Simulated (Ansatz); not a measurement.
**Grüneisen parameters and expansion of GaP (F-43m)**

Aim: how the vibrations of GaP shift with volume, and the expansion that follows.

Experimental results on record:
- volume expansion coefficient 15.9 1e-6/K, heat capacity C_P per formula unit 44.2 J/mol/K and bulk modulus 88.7 GPa near room temperature (given in “High-Throughput Prediction of Finite-Temperature Properties using the Quasi-Harmonic Approximation”, 2016, arXiv:1603.06924)

Program: Ansatz 0.2.0. Level of theory: DFT PBE, scalar-relativistic, plane waves, PAW. Results are calculated unless marked as measured.

**1. Set-up**

It takes space group F-43m (No. 216, cubic). Conventional cell: a = 5.451 Å, b = 5.451 Å, c = 5.451 Å, α = 90.00°, β = 90.00°, γ = 90.00°. Ga has 4 P at 2.36 Å nearest. Nearest to P lie 4 Ga at 2.36 Å. Farther neighbours are not listed.

**2. Probe on a coarse mesh**

A cheap single point shows whether the cell is a metal or an insulator and how far it is from rest; that sets the k-mesh and the occupations of what follows.

input.yaml

```yaml
crystal:
  lattice:
    - [0.0, 2.72525, 2.72525]
    - [2.72525, 0.0, 2.72525]
    - [2.72525, 2.72525, 0.0]
  atoms:
    - { symbol: Ga, position: [0.0, 0.0, 0.0] }
    - { symbol: P, position: [0.25, 0.25, 0.25] }
kpoints:
  mp_grid: { grid: [6, 6, 6] }
hamiltonian:
  xc: pbe
scf:
  occupations: { method: gaussian, width: 0.1 }
output:
  forces: true
  stress: true
  eigenvalues: true
```

Run with:

```sh
$ ansatz run input.yaml --threads 2 --pin off --max-ram 5120MiB --backend cpu --events-out ev --progress --plain --runs-dir out
```

Numbers of over 12 decimals in the logs are rounded to 6 here.

Output:

```text
Engine: ansatz 0.2.0, x86_64-unknown-linux-gnu
Pseudopotentials: kind: paw
Pseudopotential: Ga, paw, valence charge 13, recommended cutoff 420 eV (normal), Ga.paw.azcp
Pseudopotential: P, paw, valence charge 5, recommended cutoff 420 eV (normal), P.paw.azcp
Functional definition: PBE
  parameter kappa = 0.804
  parameter beta = 0.066725
  exchange = pbe_x(kappa = kappa, mu = beta*pi^2/3)
  correlation = pbe_c(beta = beta)
Crystal: 2 atoms, lattice volume = 40.481 Å³
Basis set: ecut = 420 eV, 749 PW (Γ), exchange–correlation on 54×54×54 points (8 copies of the dense FFT grid, shifted against one another)
Bands: 13, of which v1, the nominal top of the filled ones, is band 9 counted from 1 (8 counted from 0)
Symmetry: 24 space group operations
Space group: F-43m (ITA 216), of the structure as read, at distance tolerance 3.4e-5 Å
k-points: 16 of 216 (time reversal used)
Non-local potential: Ga, projectors of the file, l = 0: 2, l = 1: 2, l = 2: 3, l = 3: 1
Non-local potential: P, projectors of the file, l = 0: 2, l = 1: 2, l = 2: 2
PAW form: soft (Blöchl's): semilocal exchange-correlation on the pseudo side does not see the compensation charge
PAW one-centre angular grid: Ga, 590 points (default); XC on 64 Gauss nodes
PAW one-centre angular grid: P, 110 points (default); XC on 64 Gauss nodes
Initial density: superposition of atomic densities (neutral atoms: chi_scale 0, normalization atom), corrected by the library's trained network
Initial wavefunctions: pseudopotential atomic-orbital guess
Functional: x = pbe(κ = 0.804, μ = 0.219515), c = pbe(β = 0.066725)
SCF iter   1: F=—  HF=-4539.535124 eV  |F-HF|=—  |Δ(HF+E_count)|=         —  Δρ=1.41e-3  dr2=8.80e-4  ethr=1.77e-3  ⟨swp⟩=6.0  Hψ=1337  notcnv=0
preconditioner: auto → none  [insulator: Δε(μ)=1.644 eV  Ē_g=15.511 eV  σ=0.100 eV  W_gap=1.00  n_scr=14 (ndim 8)  ℏωp=24.8 eV  f_vac=0.011  D(μ)=0.00/eV (n_scr^D=0)  ε∞_Penn≈3.5]
SCF iter   2: F=—  HF=-4539.534333 eV  |F-HF|=—  |Δ(HF+E_count)|=   7.91e-4  Δρ=1.22e-3  dr2=4.02e-4  ethr=4.89e-6  ⟨swp⟩=2.4  Hψ=496  notcnv=0
SCF iter   3: F=—  HF=-4539.534142 eV  |F-HF|=—  |Δ(HF+E_count)|=   1.90e-4  Δρ=4.59e-4  dr2=5.99e-5  ethr=2.23e-6  ⟨swp⟩=2.8  Hψ=350  notcnv=0
SCF iter   4: F=—  HF=-4539.534187 eV  |F-HF|=—  |Δ(HF+E_count)|=   4.43e-5  Δρ=1.73e-4  dr2=6.54e-6  ethr=3.33e-7  ⟨swp⟩=2.0  Hψ=352  notcnv=0
SCF iter   5: F=—  HF=-4539.534184 eV  |F-HF|=—  |Δ(HF+E_count)|=   2.50e-6  Δρ=3.98e-5  dr2=7.58e-7  ethr=3.64e-8  ⟨swp⟩=2.0  Hψ=353  notcnv=0
SCF iter   6: F=—  HF=-4539.534185 eV  |F-HF|=—  |Δ(HF+E_count)|=   3.53e-7  Δρ=2.64e-5  dr2=1.43e-7  ethr=4.21e-9  ⟨swp⟩=2.0  Hψ=272  notcnv=0
SCF iter   7: F=-4539.534185 eV  HF=-4539.534185 eV  |F-HF|=6.13e-9  |Δ(HF+E_count)|=   1.02e-8  Δρ=5.62e-6  dr2=5.67e-9  ethr=5.56e-10  ⟨swp⟩=6.2  Hψ=1030  notcnv=0
SCF 1 converged in 7 iterations: F = -4539.534185 eV  dr2 = 5.67e-9
  greatest PAW one-centre occupation: 0.994 electrons in one spin orbital (limit 2), on the Ga atom at site 0 (counted from 0), in its partial waves of l = 2
SCF converged after 7 iterations
Free energy (F): -4539.534185 eV
Harris-Foulkes:  -4539.534185 eV  (|F-HF|=6.13e-9)
Internal energy: -4539.534185 eV  (E = F + TS)
E sigma→0 (E₀):  -4539.534185 eV
Fermi energy:    7.917618 eV
--- Per-component energies (eV) ---
  E_band       = -58.175284
  E_kinetic    = 186.372810
  E_local      = -2200.547076  (includes V_loc(G=0)·N_el)
  E_nonlocal   = 458.867962
  E_hartree    = 1017.620630
  E_xc         = -130.788851
  E_vxc        = -119.043639  (∫ρ·V_xc dr)
  E_paw        = -2558.414611  (= ΣΔE_a)
  E_vpaw       = -419.062257  (= ΣTr[D̂ρ^β])
  E_aug_tail   = -0.000104  (compensation charges beyond the density's cutoff)
  E_ewald      = -1312.644944
  E_smearing   = -0.000000  (= −TS)
  E_closure    = -0.000000  (closes the sum)
  Σ components = -4539.534185   (vs F -4539.534185, Δ=0.00e0)
--- Forces (eV/Å), atoms counted from 1 ---
  atom   1  Ga     0.00000000    -0.00000000     0.00000000
  atom   2  P     -0.00000000    -0.00000000    -0.00000000
  max |Σ_I F_I| component: 3.01e-17 eV/Å
--- Stress (GPa, compression-positive) ---
        2.531802       0.000000      -0.000000
        0.000000       2.531802       0.000000
        0.000000       0.000000       2.531802
  P = ⅓ Tr σ = 2.5318 GPa (25.318 kbar)
--- Band table (eV; the first three rows and the last of 16) ---
  k-point 0: bands = [... 5 lower, -5.4013, 7.0923, 7.0923, 7.0923, 8.9192, 10.9731, 10.9731, 10.9731]
  k-point 1: bands = [... 5 lower, -5.0450, 4.7047, 6.7210, 6.7210, 9.5048, 11.5213, 11.5213, 12.1169]
  k-point 2: bands = [... 5 lower, -4.0976, 1.8834, 6.1848, 6.1848, 8.9896, 11.8980, 11.8980, 14.6886]
  k-point 15: bands = [... 5 lower, -2.3653, 0.4835, 3.7157, 3.8281, 10.5677, 10.7368, 14.6373, 14.6610]
```

It took 1 s on 2 threads of Intel Xeon 6975P-C (Granite Rapids), shared host; peak memory 0.35 GiB; 1.1 s of CPU time.

In the SCF lines HF is the Harris–Foulkes energy and dr2 the Hartree energy of the density residual, in eV; the loop may stop once dr2 is under the threshold and the program's other checks hold. Hψ counts applications of the Hamiltonian.

This step gave:

- pressure: 2.532 GPa
- gap on the k-mesh: 1.651 eV
- volume per atom: 20.24 Å³

The start is under 2.5 GPa at this level and looks like an insulator or semiconductor on this mesh.

**3. Relaxation**

The vibrations must be taken about the equilibrium of this functional, not about the starting cell, so the structure is relaxed.

input.yaml, the sections that differ from step 2:

```yaml
kpoints:
  mp_grid: { grid: [8, 8, 8] }
scf:
  occupations: { method: gaussian, width: 0.02 }
relax:
  adjacent_minimum: "off"
  f_tol: 0.005
  max_steps: 80
  cell: { stress_tol: 0.05 }
# crystal, hamiltonian, output: as in step 2
```

Output:

```text
[...]
Crystal: 2 atoms, lattice volume = 40.481 Å³
Basis set: ecut = 420 eV, 749 PW (Γ), exchange–correlation on 54×54×54 points (8 copies of the dense FFT grid, shifted against one another)
Bands: 13, of which v1, the nominal top of the filled ones, is band 9 counted from 1 (8 counted from 0)
Symmetry: 24 space group operations
[...]
k-points: 29 of 512 (time reversal used)
[...]
SCF iter   1: F=—  HF=-4539.548926 eV  |F-HF|=—  |Δ(HF+E_count)|=         —  Δρ=1.57e-3  dr2=1.34e-3  ethr=1.77e-3  ⟨swp⟩=6.6  Hψ=2584  notcnv=0
[...]
SCF iter   6: F=-4539.547891 eV  HF=-4539.547891 eV  |F-HF|=2.42e-8  |Δ(HF+E_count)|=   4.53e-7  Δρ=1.07e-5  dr2=2.89e-8  ethr=5.56e-10  ⟨swp⟩=7.0  Hψ=2014  notcnv=0
SCF 1 converged in 6 iterations: F = -4539.547891 eV  dr2 = 2.89e-8
[...]
relax step   1: F+E_penalty+E_count = -4539.54789120 eV  Δ(F+E_penalty+E_count) = +0.000e0 eV  max|allowed force component| = 2.405e-16 eV/Å  Δτ_max = 0.0000 Å  P = +2.505 GPa  Ω = 40.481 Å³  (6 SCF iters, dr2 threshold 1.00e-7 eV, accepted)
Crystal: 2 atoms, lattice volume = 41.332 Å³
Basis set: ecut = 420 eV, 869 PW (Γ), exchange–correlation on 54×54×54 points (8 copies of the dense FFT grid, shifted against one another)
[...]
iter 1 solved again at ethr=3.35e-6 eV; its pass at ethr=3.10e-3 eV (dr2=6.04e-4 eV) is discarded
[...]
SCF iter   5: F=-4539.556248 eV  HF=-4539.556248 eV  |F-HF|=8.05e-8  |Δ(HF+E_count)|=   7.23e-9  Δρ=1.42e-5  dr2=5.51e-8  ethr=1.11e-9  ⟨swp⟩=7.0  Hψ=2080  notcnv=0
SCF 2 converged in 5 iterations: F = -4539.556248 eV  dr2 = 5.51e-8
relax step   2: F+E_penalty+E_count = -4539.55624765 eV  Δ(F+E_penalty+E_count) = -8.356e-3 eV  max|allowed force component| = 8.442e-17 eV/Å  Δτ_max = 0.0000 Å  P = +0.752 GPa  Ω = 41.332 Å³  energy of the carried Pulay correction = -2.164e-4 eV  (5 SCF iters, dr2 threshold 2.00e-7 eV, accepted)
Crystal: 2 atoms, lattice volume = 41.709 Å³
[...]
SCF iter   4: F=-4539.557077 eV  HF=-4539.557077 eV  |F-HF|=1.24e-7  |Δ(HF+E_count)|=   4.34e-7  Δρ=1.92e-5  dr2=9.85e-8  ethr=1.11e-9  ⟨swp⟩=4.9  Hψ=2218  notcnv=0
SCF 3 converged in 4 iterations: F = -4539.557077 eV  dr2 = 9.85e-8
relax step   3: F+E_penalty+E_count = -4539.55707668 eV  Δ(F+E_penalty+E_count) = -8.290e-4 eV  max|allowed force component| = 1.388e-17 eV/Å  Δτ_max = 0.0000 Å  P = +0.038 GPa  Ω = 41.709 Å³  energy of the carried Pulay correction = -3.107e-4 eV  (4 SCF iters, dr2 threshold 2.00e-7 eV, accepted)
[...]
SCF iter   6: F=-4539.557390 eV  HF=-4539.557390 eV  |F-HF|=1.13e-10  |Δ(HF+E_count)|=  2.28e-10  Δρ=1.91e-7  dr2=9.11e-12  ethr=1.00e-12  ⟨swp⟩=7.0  Hψ=2023  notcnv=0
SCF 4 converged in 6 iterations: F = -4539.557390 eV  dr2 = 9.11e-12
relax step   4: F+E_penalty+E_count = -4539.55738960 eV  Δ(F+E_penalty+E_count) = -3.129e-4 eV  max|allowed force component| = 1.156e-16 eV/Å  Δτ_max = 0.0000 Å  P = +0.042 GPa  Ω = 41.709 Å³  stress off target by 4.19e-2 GPa  SCF on the basis re-selected at this cell (its energy is not comparable with the rows above)  (6 SCF iters)
basis re-selected at this cell: Δ(F+E_penalty+E_count) = -3.129e-4 eV, ΔP = +0.004 GPa vs the last step (what re-selecting the basis moved, of the pressure what is left beyond the Pulay correction that the steps carried, after the strain that the cell walked since its last selection, with what the two solves' SCF thresholds leave and, on support functions, any second-order correction that the steps lacked; it is no m [...]
SCF converged after 6 iterations
Free energy (F): -4539.557390 eV
[...]
Internal energy: -4539.557390 eV  (E = F + TS)
E sigma→0 (E₀):  -4539.557390 eV
Fermi energy:    7.505243 eV
[...]
--- Stress (GPa, compression-positive) ---
        0.041914      -0.000000      -0.000000
       -0.000000       0.041914       0.000000
       -0.000000       0.000000       0.041914
  P = ⅓ Tr σ = 0.0419 GPa (0.419 kbar)
--- Band table (eV; the first three rows and the last of 29) ---
  k-point 0: bands = [... 5 lower, -5.5574, 6.7137, 6.7137, 6.7137, 8.2965, 10.6057, 10.6057, 10.6057]
  k-point 1: bands = [... 5 lower, -5.3630, 5.0890, 6.4949, 6.4949, 8.9994, 10.9417, 10.9417, 11.1174]
  k-point 2: bands = [... 5 lower, -4.8122, 2.9031, 6.0793, 6.0793, 8.7668, 11.4377, 11.4377, 12.9091]
  k-point 28: bands = [... 5 lower, -2.6466, 0.2928, 3.2784, 3.4358, 11.4082, 11.4456, 12.7276, 12.8638]
--- Relaxed structure (3 steps of the walk, 3 accepted, 1 SCFs on fresh bases) ---
  F+E_penalty+E_count = -4539.55738960 eV   max|allowed force component| = 1.156e-16 eV/Å   (the final SCF, on the basis selected at the relaxed cell)
  cell:  # Å, volume = 41.7090 Å³
    - [0, 2.752537, 2.752537]
    - [2.752537, 0, 2.752537]
    - [2.752537, 2.752537, 0]
  atoms:
    - { symbol: Ga, position: [0, 0, 0] }
    - { symbol: P, position: [0.25, 0.25, 0.25] }
```

Elapsed: 4.8 s, on 2 threads; peak memory 0.39 GiB; 9 s of CPU time.

Relaxation path:

| step | energy less that of the first step (eV) | largest force component (eV/Å) | pressure (GPa) | volume (Å³) |
| --- | --- | --- | --- | --- |
| 1 | 0.0000 | 0.0000 | 2.51 | 40.48 |
| 2 | -0.0084 | 0.0000 | 0.75 | 41.33 |
| 3 | -0.0092 | 0.0000 | 0.04 | 41.71 |
| 4* | -0.0095 | 0.0000 | 0.04 | 41.71 |

Relaxation steps marked * repeat the geometry before them on a plane-wave basis chosen anew for their cell, so energy and pressure can jump there.

The run keeps the 24 symmetry operations that it works with, so distortions that break them were not tested.

| conventional cell, symmetrised | before | after | change |
| --- | --- | --- | --- |
| a (Å) | 5.451 | 5.505 | +1.0 % |
| b (Å) | 5.451 | 5.505 | +1.0 % |
| c (Å) | 5.451 | 5.505 | +1.0 % |
| volume (Å³/atom) | 20.24 | 20.85 | +3.0 % |

Final coordinates:

```xyz
2
Lattice="0.0000 2.7525 2.7525 2.7525 0.0000 2.7525 2.7525 2.7525 0.0000" Properties=species:S:1:pos:R:3 pbc="T T T"
Ga    0.0000    0.0000    0.0000
P     1.3763    1.3763    1.3763
```

Numbers from this step:

| Property | Result |
| --- | --- |
| pressure | 0.04191 GPa |
| gap on the k-mesh | 1.583 eV |
| volume per atom | 20.85 Å³ |

The relaxation ends with a pressure of 0.04 GPa.

**4. Relaxing to small residual forces and stress**

The relaxation is repeated with tighter thresholds on force and stress, since phonons are sensitive to what is left; a change of mesh or smearing in the input moves the cell too.

input.yaml, the sections that differ from step 3:

```yaml
crystal:
  lattice:
    - [0.0, 2.7525368131, 2.7525368131]
    - [2.7525368131, 0.0, 2.7525368131]
    - [2.7525368131, 2.7525368131, 0.0]
  atoms:
    - { symbol: Ga, position: [0.0, 0.0, 0.0] }
    - { symbol: P, position: [0.25, 0.25, 0.25] }
scf:
  occupations: { method: fixed }
relax:
  adjacent_minimum: "off"
  f_tol: 0.001
  max_steps: 60
  cell: { stress_tol: 0.01 }
# kpoints, hamiltonian, output: as in step 3
```

Output:

```text
[...]
Crystal: 2 atoms, lattice volume = 41.709 Å³
Basis set: ecut = 420 eV, 869 PW (Γ), exchange–correlation on 54×54×54 points (8 copies of the dense FFT grid, shifted against one another)
Bands: 13, of which v1, the nominal top of the filled ones, is band 9 counted from 1 (8 counted from 0)
Symmetry: 24 space group operations
[...]
k-points: 29 of 512 (time reversal used)
[...]
k-point 28: bands = [... 5 lower, -2.6519, 0.2884, 3.2742, 3.4317, 11.4014, 11.4365, 12.7193, 12.8572]
--- Relaxed structure (3 steps of the walk, 3 accepted, 1 SCFs on fresh bases) ---
[...]
cell:  # Å, volume = 41.7317 Å³
    - [0, 2.753037, 2.753037]
    - [2.753037, 0, 2.753037]
    - [2.753037, 2.753037, 0]
  atoms:
    - { symbol: Ga, position: [0, 0, 0] }
    - { symbol: P, position: [0.25, 0.25, 0.25] }
[key lines of the parts left out:]
SCF converged after 7 iterations
Free energy (F): -4539.557393 eV
Fermi energy:    6.707062 eV
P = ⅓ Tr σ = -0.0001 GPa (-0.001 kbar)
```

Run time: 5.4 s. Hardware: 2 threads; peak memory 0.39 GiB; 9.3 s of CPU time.

Little changed from the start: no atom moved by 0.005 Å and no cell edge by 0.1 %.

Numbers from this step:

| Property | Result |
| --- | --- |
| pressure | -8.14e-5 GPa |
| gap on the k-mesh | 1.578 eV |
| volume per atom | 20.87 Å³ |

The residual pressure is -8.1e-5 GPa, small enough for phonons.

[end of part 1 of 4]

[Logs are printed without paths, hosts, clocks, repeated set-up lines and the standing remarks that a program may print on its own settings, such as how far it seeks lower states.]

[Hosts, paths, dates, database ids (printed as entryN), source tags and the programs' standing remarks are cut or masked in the printed files.]

[A step with changed settings may run another functional than the one named; its input shows which.]

[Of the runs on displaced cells, only some may be shown.]
